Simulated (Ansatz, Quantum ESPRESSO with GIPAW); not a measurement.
# ZnS (Wurtzite-2H): NMR parameters from first principles

The task is to compute the NMR parameters of ZnS (Wurtzite-2H) site by site.

Main program and level: Quantum ESPRESSO with GIPAW 8.0dev (patched build); DFT, PBE, plane-wave PAW (pslibrary 1.0.0 recipes), scalar-relativistic, GIPAW; a patched development version of the program.

## (1) Starting point

The structure is hexagonal, space group P6_3mc (No. 186). Conventional cell: a = 3.811 Å, b = 3.811 Å, c = 6.234 Å, α = 90.00°, β = 90.00°, γ = 120.00°. Zn has 4 S at 2.33 to 2.34 Å nearest. Nearest to S lie 4 Zn at 2.33 to 2.34 Å. Farther neighbours and most contacts between anions are not listed.

The cell is an entry of the Crystallography Open Database; it need not be the form that is stable at ambient conditions.

This structure had its atoms relaxed beforehand (DFT, PBE, plane-wave PAW, default files (PAW set soft_2), scalar-relativistic, Ansatz), starting from the database entry, since shieldings follow bond lengths closely.

## (2) The SCF step

GIPAW is a response on top of the ground state, so the wavefunctions come first. Their errors pass straight into the induced current, hence the tight threshold. No empty states are asked for: the response is solved without them. The mesh has a spacing of 0.24 Å⁻¹ at most. The PAW files were made with ld1.x from the pslibrary 1.0.0 recipes, with GIPAW reconstruction switched on.

run_scf.py reads:

```python
from ase import Atoms
from ase.calculators.espresso import Espresso, EspressoProfile

atoms = Atoms(
    ['Zn', 'Zn', 'S', 'S'],
    cell=[
        [3.81100000, 0.00000000, 0.00000000],
        [-1.90550000, 3.30042281, 0.00000000],
        [0.00000000, 0.00000000, 6.23400000],
    ],
    scaled_positions=[
        [0.66666667, 0.33333333, 0.50504967],
        [0.33333333, 0.66666667, 0.00504967],
        [0.66666667, 0.33333333, 0.87995033],
        [0.33333333, 0.66666667, 0.37995033],
    ],
    pbc=True,
)
atoms.calc = Espresso(
    profile=EspressoProfile(command='mpirun -np 4 pw.x -nk 4', pseudo_dir='./'),
    pseudopotentials={
        'Zn': 'Zn.pbe-dn-kjpaw_psl.1.0.0-gipaw.UPF',
        'S': 'S.pbe-n-kjpaw_psl.1.0.0-gipaw.UPF',
    },
    input_data={
        'control': {'calculation': 'scf', 'prefix': 'x', 'outdir': './tmp/'},
        'system': {'ecutwfc': 55, 'ecutrho': 330, 'nbnd': 18},
        'electrons': {'conv_thr': 1.0e-10, 'mixing_beta': 0.7, 'electron_maxstep': 100},
    },
    kpts=(8, 8, 5),
    koffset=(0, 0, 0),
)
print('energy', atoms.get_potential_energy(), 'eV')
```

ASE writes espresso.pwi from it and starts pw.x, whose log goes to espresso.pwo.

espresso.pwi reads:

```
&CONTROL
   calculation      = 'scf'
   outdir           = './tmp/'
   prefix           = 'x'
   pseudo_dir       = './'
/
&SYSTEM
   nbnd             = 18
   ecutwfc          = 55
   ecutrho          = 330
   ntyp             = 2
   nat              = 4
   ibrav            = 0
/
&ELECTRONS
   electron_maxstep = 100
   conv_thr         = 1e-10
   mixing_beta      = 0.7
/
&IONS
/
&CELL
/
&FCP
/
&RISM
/
ATOMIC_SPECIES
Zn 65.38 Zn.pbe-dn-kjpaw_psl.1.0.0-gipaw.UPF
S 32.06 S.pbe-n-kjpaw_psl.1.0.0-gipaw.UPF

K_POINTS automatic
8 8 5  0 0 0

CELL_PARAMETERS angstrom
3.81100000000000 0.00000000000000 0.00000000000000
-1.90550000000000 3.30042281000000 0.00000000000000
0.00000000000000 0.00000000000000 6.23400000000000

ATOMIC_POSITIONS angstrom
Zn 1.9055000191 1.1001409257 3.1484796428  
Zn -0.0000000191 2.2002818843 0.0314796428  
S 1.9055000191 1.1001409257 5.4856103572  
S -0.0000000191 2.2002818843 2.3686103572
```

Run with:

```bash
$ python run_scf.py
```

The log of the run:

```text
Warning: card &CELL ignored
Warning: card &FCP ignored
Warning: card &RISM ignored

     using ibrav=0 with symmetry is DISCOURAGED, use correct ibrav instead

     bravais-lattice index     =            0
     lattice parameter (alat)  =       7.2017  a.u.
     unit-cell volume          =     529.1416 (a.u.)^3
     number of atoms/cell      =            4
     number of atomic types    =            2
     number of electrons       =        36.00
     number of Kohn-Sham states=           18
     kinetic-energy cutoff     =      55.0000  Ry
     charge density cutoff     =     330.0000  Ry
     scf convergence threshold =      1.0E-10
     mixing beta               =       0.7000
     number of iterations used =            8  plain     mixing
     Exchange-correlation= SLA-PW-PBX-PBC
                           (   1   4   3   4   0   0   0)
[...]
Zn               12.00    65.38000     Zn( 1.00)
     S                 6.00    32.06000     S ( 1.00)

     12 Sym. Ops. (no inversion) found ( 6 have fractional translation)
[...]
number of k points=    30
[...]
Dense  grid:    53529 G-vectors     FFT dimensions: (  45,  45,  72)

     Smooth grid:    29059 G-vectors     FFT dimensions: (  36,  36,  60)

     Initial potential from superposition of free atoms

     starting charge      35.9925, renormalised to      36.0000
     Starting wfcs are   26 randomized atomic wfcs

     Self-consistent Calculation

     iteration #  1     ecut=    55.00 Ry     beta= 0.70
     Davidson diagonalization with overlap
     ethr =  1.00E-02,  avg # of iterations =  2.0

     Threshold (ethr) on eigenvalues was too large:
     Diagonalizing with lowered threshold

     Davidson diagonalization with overlap
     ethr =  3.00E-04,  avg # of iterations =  3.7

     total energy              =    -620.22563983 Ry
     estimated scf accuracy    <       0.11349731 Ry

     iteration #  2     ecut=    55.00 Ry     beta= 0.70
     Davidson diagonalization with overlap
     ethr =  3.15E-04,  avg # of iterations =  2.7

     total energy              =    -620.25417491 Ry
     estimated scf accuracy    <       0.01810344 Ry

     iteration #  3     ecut=    55.00 Ry     beta= 0.70
[...]
total energy              =    -620.25764837 Ry
     estimated scf accuracy    <       0.00373640 Ry

[...]
total energy              =    -620.25872472 Ry
[...]
iteration # 12     ecut=    55.00 Ry     beta= 0.70
     Davidson diagonalization with overlap
     ethr =  1.83E-10,  avg # of iterations =  4.3

     total energy              =    -620.25872473 Ry
     estimated scf accuracy    <          5.3E-09 Ry

     iteration # 13     ecut=    55.00 Ry     beta= 0.70
     Davidson diagonalization with overlap
     ethr =  1.48E-11,  avg # of iterations =  3.4

     End of self-consistent calculation
     [one-electron energies left out]

!    total energy              =    -620.25872474 Ry
     total all-electron energy =     -8781.255107 Ry
     estimated scf accuracy    <          9.8E-11 Ry

     The total energy is the sum of the following terms:
     one-electron contribution =    -169.86458373 Ry
     hartree contribution      =     121.84440494 Ry
     xc contribution           =    -104.72102905 Ry
     ewald contribution        =    -184.40952532 Ry
     one-center paw contrib.   =    -283.10799158 Ry

     convergence has been achieved in  13 iterations
[...]
JOB DONE.
```

It took 24 s on 4 MPI ranks of Arm Neoverse V1, shared host; peak memory 0.62 GiB.

It converged in 13 cycles to an estimated accuracy of 1e-10 Ry, on 30 irreducible k-points.

## (3) Shieldings

A uniform field breaks periodicity, so gipaw.x applies it as a wave of small q and takes the limit. It solves for the first-order states, builds the induced current and gets the field at each nucleus by Biot–Savart; the PAW spheres add what the smooth waves miss near the nuclei. pawproj makes the reconstruction use the PAW data sets' own projectors.

nmr.in reads:

```
&inputgipaw
  job = 'nmr'
  prefix = 'x'
  tmp_dir = './tmp/'
  restart_mode = 'from_scratch'
  verbosity = 'low'
  q_gipaw = 0.01
  spline_ps = .true.
  conv_threshold = 1.0d-14
  use_nmr_macroscopic_shape = .false.
  pawproj(1) = .true.
  pawproj(2) = .true.
/
```

Run with:

```bash
$ mpirun -np 4 gipaw.x -in nmr.in > nmr.out
```

The log of the run:

```text
[banner, memory and clock lines left out]
[a note of our patched build left out]

     Parallelizing q-star over 1 images

     IMPORTANT: XC functional enforced from input :
     Exchange-correlation= PBE
                           (   1   4   3   4   0   0   0)
     Any further DFT definition will be discarded
     Please, verify this is what you really want

[...]
WARNING: some symmetry operations do not permute x, y and z, so the susceptibility and the shape term are
     wrong: all shieldings move alike (in wurtzite BN nosym gave 13 and 6 ppm more at 3 and 6 points an axis).
     Run pw.x with nosym, and raise the mesh until the susceptibility stays

     alpha_pv=     26.4396 eV

     spline_ps is .false., expect some extrapolation errors

     q-space interpolation up to    66.00 Rydberg

     GIPAW job: nmr
     NMR macroscopic correction: no
[...]
Computing the magnetic susceptibility     isolve=0    ethr=  0.1000E-13
     Starting from scratch
     k-point #    1 of    30      pool #  1    cpu time:       0.9
[...]
End of magnetic susceptibility calculation

     f-sum rule (1st term):
           -24.6121         -0.0000          0.0000
            -0.0000        -24.6121          0.0000
             0.0000         -0.0000        -24.5979

     f-sum rule (2nd term):
            -0.3080          0.0000          0.0000
             0.0000         -0.3080          0.0000
             0.0000          0.0000         -0.3080

     f-sum rule (should be   -24.9006):
           -24.9200         -0.0000          0.0000
            -0.0000        -24.9200          0.0000
             0.0000         -0.0000        -24.9059

[... susceptibilities left out ...]
     Contributions to the NMR chemical shifts: -------------------------------

     Macroscopic shape contribution in ppm:                    0.00
             0.0000          0.0000          0.0000
             0.0000          0.0000          0.0000
             0.0000          0.0000          0.0000

     Core contribution in ppm:

     Atom  1  Zn  pos: (  0.500000  0.288675  0.826156)  core sigma:        2275.73
     Atom  2  Zn  pos: ( -0.000000  0.577350  0.008260)  core sigma:        2275.73
     Atom  3  S   pos: (  0.500000  0.288675  1.439415)  core sigma:         979.79
     Atom  4  S   pos: ( -0.000000  0.577350  0.621519)  core sigma:         979.79

     Bare contribution in ppm:

     Atom  1  Zn  pos: (  0.500000  0.288675  0.826156)  bare sigma:          31.67
[...]
Atom  2  Zn  pos: ( -0.000000  0.577350  0.008260)  bare sigma:          31.67
[...]
Atom  3  S   pos: (  0.500000  0.288675  1.439415)  bare sigma:          31.65
[...]
Atom  4  S   pos: ( -0.000000  0.577350  0.621519)  bare sigma:          31.65
[...]
Diamagnetic contribution in ppm:

     Atom  1  Zn  pos: (  0.500000  0.288675  0.826156)  dia sigma:         213.03
[...]
Atom  2  Zn  pos: ( -0.000000  0.577350  0.008260)  dia sigma:         213.03
[...]
Atom  3  S   pos: (  0.500000  0.288675  1.439415)  dia sigma:          -5.35
[...]
Atom  4  S   pos: ( -0.000000  0.577350  0.621519)  dia sigma:          -5.35
[...]
Paramagnetic contribution in ppm:

     Atom  1  Zn  pos: (  0.500000  0.288675  0.826156)  para sigma:         611.07
[...]
Atom  2  Zn  pos: ( -0.000000  0.577350  0.008260)  para sigma:         611.07
[...]
Atom  3  S   pos: (  0.500000  0.288675  1.439415)  para sigma:        -523.95
[...]
Atom  4  S   pos: ( -0.000000  0.577350  0.621519)  para sigma:        -523.95
[...]
Paramagnetic US occ-occ contribution in ppm:

     Atom  1  Zn  pos: (  0.500000  0.288675  0.826156)  para_oo sigma:          -2.79
[...]
Atom  2  Zn  pos: ( -0.000000  0.577350  0.008260)  para_oo sigma:          -2.79
[...]
Atom  3  S   pos: (  0.500000  0.288675  1.439415)  para_oo sigma:          -4.08
[...]
Atom  4  S   pos: ( -0.000000  0.577350  0.621519)  para_oo sigma:          -4.08
[...]
Paramagnetic US L_R Q_R contribution in ppm:

     Atom  1  Zn  pos: (  0.500000  0.288675  0.826156)  para_lq sigma:       -1883.40
[...]
Atom  2  Zn  pos: ( -0.000000  0.577350  0.008260)  para_lq sigma:       -1883.40
[...]
Atom  3  S   pos: (  0.500000  0.288675  1.439415)  para_lq sigma:         134.35
[...]
Atom  4  S   pos: ( -0.000000  0.577350  0.621519)  para_lq sigma:         134.35
[...]
Total NMR chemical shifts in ppm: ---------------------------------------
     (adopting the Simpson convention for anisotropy and asymmetry)-----------

     Atom  1  Zn  pos: (  0.500000  0.288675  0.826156)  Total sigma:        1245.29
          1253.4668         -0.0000          0.0000
            -0.0000       1253.4668         -0.0000
             0.0000         -0.0000       1228.9494

     Zn      1    anisotropy:    -24.52    eta:    0.0000
[...]
Atom  2  Zn  pos: ( -0.000000  0.577350  0.008260)  Total sigma:        1245.29
[... its tensor is left out ...]
     Atom  3  S   pos: (  0.500000  0.288675  1.439415)  Total sigma:         612.41
           611.2847          0.0000          0.0000
             0.0000        611.2847         -0.0000
             0.0000         -0.0000        614.6518

     S       3    anisotropy:      3.37    eta:    0.0000
[...]
Atom  4  S   pos: ( -0.000000  0.577350  0.621519)  Total sigma:         612.41
[... its tensor is left out ...]
```

It took 5.2 min on 4 MPI ranks; peak memory 0.34 GiB; 21 min of CPU time.

The f-sum rule is met to 0.019 of 24.9 (0.08 %). Converged shieldings require that this miss be small, but a small miss does not prove them. gipaw.x warns that with these symmetry operations the susceptibility and the shape term are unreliable; the other terms are not touched.

From the symmetric part of each tensor, with principal values σ11 ≤ σ22 ≤ σ33: σ_iso is their mean, the span is σ33 − σ11 and the skew 3(σ_iso − σ22)/span. (gipaw.x prints an anisotropy in another convention.)

```csv
site,atom no.,atoms in cell,σ_iso (ppm),span (ppm),skew
Zn,1,2,1245,25,-1.00
S,3,2,612.4,3.4,1.00
```

The macroscopic shape term is switched off. For a spherical sample the valence susceptibility of this run would add about 8 ppm to every site, a rough estimate, since the susceptibility converges slowly and lacks part of the PAW terms, above all in hexagonal and trigonal cells. Differences within the crystal don't depend on it, but shieldings of different compounds can't be compared to better than a few ppm without it.

An axis of order three or more runs through Zn and S, so two principal values coincide and the skew is ±1. In this run the largest span is that of Zn (site symmetry 3m), with principal values 1229, 1253 and 1253 ppm.

## (4) Field gradients

67Zn and 33S have a quadrupole moment, which couples to the field gradient and broadens the lines. The gradient is a property of the ground-state density and needs no response; it is taken from a second code that counts the whole PAW charge. C_Q = eQV_zz/h, with Q = 0.122 barn for 67Zn, -0.0694 barn for 33S.

This step: DFT, PBE, plane-wave PAW, default files (PAW set soft_2), scalar-relativistic, field gradients (Ansatz 0.2.0), on the same atoms.

input.yaml reads:

```yaml
crystal:
  lattice:
    - [3.811, 0.0, 0.0]
    - [-1.9055, 3.3004228138, 0.0]
    - [0.0, 0.0, 6.234]
  atoms:
    - { symbol: Zn, position: [0.6666666667, 0.3333333333, 0.5050496701] }
    - { symbol: Zn, position: [0.3333333333, 0.6666666667, 0.0050496701] }
    - { symbol: S, position: [0.6666666667, 0.3333333333, 0.8799503299] }
    - { symbol: S, position: [0.3333333333, 0.6666666667, 0.3799503299] }
kpoints:
  mp_grid: { grid: [8, 8, 5] }
scf:
  occupations: { method: fixed }
hamiltonian:
  xc: pbe
output:
  forces: false
  stress: false
  efg: { quadrupole_moments_barn: { Zn: 0.122, S: -0.0694 } }
```

Run with:

```bash
$ ansatz run input.yaml --threads 4 --pin off --max-ram 8192MiB --backend cpu --events-out ev --progress --plain --runs-dir out
```

The log of the run:

```text
[... set-up, SCF cycles and energies left out ...]
--- PAW observables at the nuclei: V_zz in 10²¹ V/m², potentials from the cell's mean, atoms counted from 1 ---
  atom   1  Zn V_zz =    +0.022522   η = 0.0000   by run symmetry: allowed   C_q = +0.0664 MHz
  atom   2  Zn V_zz =    +0.022522   η = 0.0000   by run symmetry: allowed   C_q = +0.0664 MHz
  atom   3  S  V_zz =    +0.197728   η = 0.0000   by run symmetry: allowed   C_q = -0.3318 MHz
  atom   4  S  V_zz =    +0.197728   η = 0.0000   by run symmetry: allowed   C_q = -0.3318 MHz
[the lines on potentials at the nuclei are left out]
```

The job ended after 1.4 s (4 threads; peak memory 0.34 GiB).

The same from gipaw.x, job efg (1.6 s), which warns that it leaves out the neighbours' augmentation charge. V_zz in 10²¹ V/m²:

```csv
site,Ansatz,gipaw.x,"η_Q, first","η_Q, second"
Zn,0.023,0.018,0.00,0.00
S,0.198,0.237,0.00,0.00
```

Among gradients over 0.05 the ratio is farthest from one on S, by 20 %; the first column is used below.

Among nuclei of half-integer spin the second-order effect is largest for 33S on S (spin 3/2, C_Q -0.33 MHz): at 9.4 T it moves the centre of gravity of the MAS line by -2.9 ppm from δ_iso, and by a quarter of that at twice the field, by δ_Q = −(3/40)(C_Q/ν0)²(1 + η²/3)[I(I+1) − 3/4]/[I²(2I−1)²] × 10⁶ ppm with ν0 = 30.8 MHz.

## (5) NMR parameters by site

Covalently bonded atoms count as neighbours within 1.18 times the sum of their radii. Otherwise a cation's neighbours lie within 1.2 times its shortest bond (1.3 for large cations, each anion's radius taken off where they differ), and an anion's are the cations that count it.

```csv
site,atom no.,atoms in cell,surroundings,bonds (Å),σ_iso (ppm),C_Q (MHz),η_Q
Zn,1,2,ZnS4,2.335,1245,0.07,0.00
S,3,2,bound to Zn4,2.335,612.4,-0.33,0.00
```

Simulated spectrum: 67Zn static powder, 14.1 T (37.6 MHz), central transition to second order, lines broadened by 3 ppm; the axis counts ppm from the isotropic position of Zn, as −Δσ; rigid lattice, with dipolar and J couplings and satellite transitions left out.

```json
{"offset (ppm)": "29.3", "intensity": "0.00"}
{"offset (ppm)": "27.8", "intensity": "0.00"}
{"offset (ppm)": "26.2", "intensity": "0.00"}
{"offset (ppm)": "24.6", "intensity": "0.00"}
{"offset (ppm)": "23.2", "intensity": "0.00"}
{"offset (ppm)": "21.6", "intensity": "0.00"}
{"offset (ppm)": "20.1", "intensity": "0.01"}
{"offset (ppm)": "18.6", "intensity": "0.02"}
{"offset (ppm)": "17.0", "intensity": "0.08"}
{"offset (ppm)": "15.5", "intensity": "0.18"}
{"offset (ppm)": "14.0", "intensity": "0.23"}
{"offset (ppm)": "12.5", "intensity": "0.25"}
{"offset (ppm)": "10.9", "intensity": "0.27"}
{"offset (ppm)": "9.3", "intensity": "0.28"}
{"offset (ppm)": "7.9", "intensity": "0.29"}
{"offset (ppm)": "6.3", "intensity": "0.31"}
{"offset (ppm)": "4.8", "intensity": "0.33"}
{"offset (ppm)": "3.3", "intensity": "0.35"}
{"offset (ppm)": "1.8", "intensity": "0.38"}
{"offset (ppm)": "0.2", "intensity": "0.42"}
{"offset (ppm)": "-1.3", "intensity": "0.46"}
{"offset (ppm)": "-2.8", "intensity": "0.52"}
{"offset (ppm)": "-4.4", "intensity": "0.64"}
{"offset (ppm)": "-5.9", "intensity": "0.86"}
{"offset (ppm)": "-7.2", "intensity": "1.00"}
{"offset (ppm)": "-7.4", "intensity": "0.99"}
{"offset (ppm)": "-9.0", "intensity": "0.54"}
{"offset (ppm)": "-10.5", "intensity": "0.12"}
{"offset (ppm)": "-12.0", "intensity": "0.03"}
{"offset (ppm)": "-13.5", "intensity": "0.02"}
{"offset (ppm)": "-15.1", "intensity": "0.01"}
{"offset (ppm)": "-16.5", "intensity": "0.01"}
{"offset (ppm)": "-18.1", "intensity": "0.01"}
{"offset (ppm)": "-19.7", "intensity": "0.00"}
{"offset (ppm)": "-21.1", "intensity": "0.00"}
```

Most prominent maxima (ppm: height): -7.2: 1.00.

(Continued in part 2 of 2.)

[Banner, clock, file and message-heading lines were taken out of the pw.x and gipaw.x logs.]

[Logs are printed without paths, hosts, clocks, repeated set-up lines and the standing remarks that a program may print on its own settings, such as how far it seeks lower states.]

[Hosts, paths, dates, database ids (printed as entryN), source tags and the programs' standing remarks are cut or masked in the printed files.]

[Where no reference line passes its bar on scatter, no shift is given, so a measured shift of this compound may stand uncompared.]
